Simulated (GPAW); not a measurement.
# Calculated records

```cif
data_pbf2
_symmetry_space_group_name_H-M 'Fm-3m'
_symmetry_Int_Tables_number 225
_cell_length_a 5.9273
_cell_length_b 5.9273
_cell_length_c 5.9273
_cell_angle_alpha 90.000
_cell_angle_beta 90.000
_cell_angle_gamma 90.000
_cell_volume 208.25
loop_
_atom_site_label
_atom_site_type_symbol
_atom_site_symmetry_multiplicity
_atom_site_Wyckoff_symbol
_atom_site_fract_x
_atom_site_fract_y
_atom_site_fract_z
_atom_site_occupancy
Pb1 Pb 4 a 0.00000 0.00000 0.00000 1
F1 F 8 c 0.25000 0.75000 0.75000 1
_calc_subject 'PbF2 (Fluorocronite): one start, several treatments of the self-energy'
_calc_method 'DFT, PBE, plane waves, PAW (and 3 further levels or steps)'
_calc_program 'GPAW 26.7.0'
_calc_settings_of_one_run 'cutoff 600 eV, GPAW PAW setups 1.2.1 data release, 4×4×4 k-mesh, nbands 344'
_calc_cost '6 runs, 11 min in all on 4 MPI ranks of Arm Neoverse V2, shared host (the runs of this entry)'
_calc_notes 'The database entry behind the starting cell differs from later determinations by our own check (0.1 to 0.3 % short, probably kX units). The cell and positions come from the Crystallography Open Database and are kept as given unless a step says otherwise. This is not the form that PbF2 usually takes at ambient conditions. Limits: no spin-orbit coupling. Bands and cutoff are finite, so the gap is not at the basis limit. The miss can reach some tenths of an eV and take either sign; the mesh is an error of its own. The program warns of a poor linear fit in the extrapolation of some level, so the extrapolated values are rough. The 4×4×4 mesh is coarse for this cell, which bears on the long-range parts of exchange and screening.'
_calc_g0w0_godby_needs_plasmon_pole '6.040 eV'
_calc_one_shot_hse06 '5.704 eV'
_calc_g0w0_extrapolated_in_the_cutoff '6.295 eV'
_calc_one_shot_hartree_fock '12.962 eV'
_calc_g0w0_full_frequency_hilbert_transform '6.065 eV'
_calc_known_limits 'not at the basis limit; no spin-orbit coupling; coarse k mesh'
```

[Paths, hosts, dates, memory and timing lines, banners, echoed tables and standing remarks are left out of the program output.]

[Logs are printed without paths, hosts, clocks, repeated set-up lines and the standing remarks that a program may print on its own settings, such as how far it seeks lower states.]

[Runs of the session that timed out or met a known fault of the program may be left out.]

[Hosts, paths, dates, database ids (printed as entryN), source tags and the programs' standing remarks are cut or masked in the printed files.]
